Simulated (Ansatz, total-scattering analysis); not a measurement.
## As2Se3: what Qmax and the window do to G(r)

One neutron S(Q) of As2Se3 at 800 K, fixed volume (mean pressure 1.1 GPa), simulated by ab initio molecular dynamics with Ansatz (PBE, plane waves, PAW set soft_1, Langevin thermostat, no spin, fixed volume), is transformed to G(r) = (2/π)∫Q[S − 1]M(Q) sin(Qr) dQ with several cuts, with and without the Lorch function M = sin(πQ/Qmax)/(πQ/Qmax). It is a liquid as far as so short a run tells. Its As–As bonds (1.2 per As) come largely from the quick preparation; the real material is better ordered chemically. First peaks of the pair functions: Se–Se 2.37 Å, As–Se 2.44 Å, As–As 2.53 Å.

```
r (Å)  Qmax 20, Lorch  Qmax 30, Lorch  Qmax 20
 0.80           -0.33           -0.33    -0.32
 0.92           -0.38           -0.38    -0.38
 1.04           -0.42           -0.42    -0.42
 1.16           -0.48           -0.47    -0.48
 1.28           -0.52           -0.52    -0.53
 1.40           -0.57           -0.57    -0.56
 1.52           -0.62           -0.62    -0.64
 1.64           -0.67           -0.67    -0.66
 1.76           -0.72           -0.72    -0.71
 1.88           -0.77           -0.77    -0.79
 2.00           -0.81           -0.82    -0.78
 2.12           -0.73           -0.80    -0.89
 2.24           -0.16           -0.31    -0.45
 2.36            0.75            0.88     0.99
 2.48            1.13            1.37     1.59
 2.60            0.63            0.61     0.60
 2.72           -0.09           -0.17    -0.28
 2.84           -0.45           -0.50    -0.50
 2.96           -0.51           -0.52    -0.55
 3.08           -0.45           -0.47    -0.47
 3.20           -0.31           -0.32    -0.33
 3.32           -0.09           -0.09    -0.10
 3.44            0.13            0.14     0.17
 3.56            0.30            0.31     0.30
 3.68            0.41            0.42     0.42
 3.80            0.45            0.47     0.49
 3.92            0.40            0.41     0.42
 4.04            0.25            0.26     0.27
 4.16            0.07            0.07     0.07
 4.28           -0.11           -0.11    -0.12
 4.40           -0.27           -0.29    -0.29
 4.52           -0.34           -0.35    -0.38
 4.64           -0.33           -0.33    -0.32
 4.76           -0.30           -0.30    -0.30
 4.88           -0.25           -0.25    -0.27
 5.00           -0.16           -0.17    -0.16
 5.12           -0.05           -0.05    -0.06
```

One more transform gave, r in Å and G: 0.80 -0.31, 0.92 -0.44, 1.04 -0.53, 1.16 -0.54, 1.28 -0.48, 1.40 -0.44, 1.52 -0.49, 1.64 -0.67, 1.76 -0.90, 1.88 -1.02, 2.00 -0.89, 2.12 -0.48, 2.24 0.11, 2.36 0.63, 2.48 0.85, 2.60 0.69, 2.72 0.23, 2.84 -0.31, 2.96 -0.66, 3.08 -0.70, 3.20 -0.45, 3.32 -0.07, 3.44 0.26, 3.56 0.44, 3.68 0.46, 3.80 0.40, 3.92 0.31, 4.04 0.22, 4.16 0.11, 4.28 -0.04, 4.40 -0.22.

**Question.** Which cut and window is it, among Qmax = 8, 12, 20 and 30 Å⁻¹?

| transform | first maximum (Å) | G (Å⁻²) | width at half height over the −4πρ₀r line (Å) | ripple below it (Å⁻²) |
| --- | --- | --- | --- | --- |
| Qmax 20, Lorch | 2.46 | 1.15 | 0.43 | 0.00 |
| Qmax 30, Lorch | 2.46 | 1.42 | 0.36 | 0.00 |
| Qmax 20 | 2.46 | 1.65 | 0.32 | 0.01 |
| Qmax 8 | 2.50 | 0.86 | 0.59 | 0.12 |

A bare cut folds each peak with a function of width 3.8/Qmax and leaves ripples of period 2π/Qmax; the Lorch function folds with 5.4/Qmax and quenches the ripples. These are rough widths of the folding function; the peak's own width and neighbouring peaks enter the table too. The unknown is Qmax 8: ripple period 0.79 Å, resolution width 0.47 Å.

[Logs are printed without paths, hosts, clocks, repeated set-up lines and the standing remarks that a program may print on its own settings, such as how far it seeks lower states.]
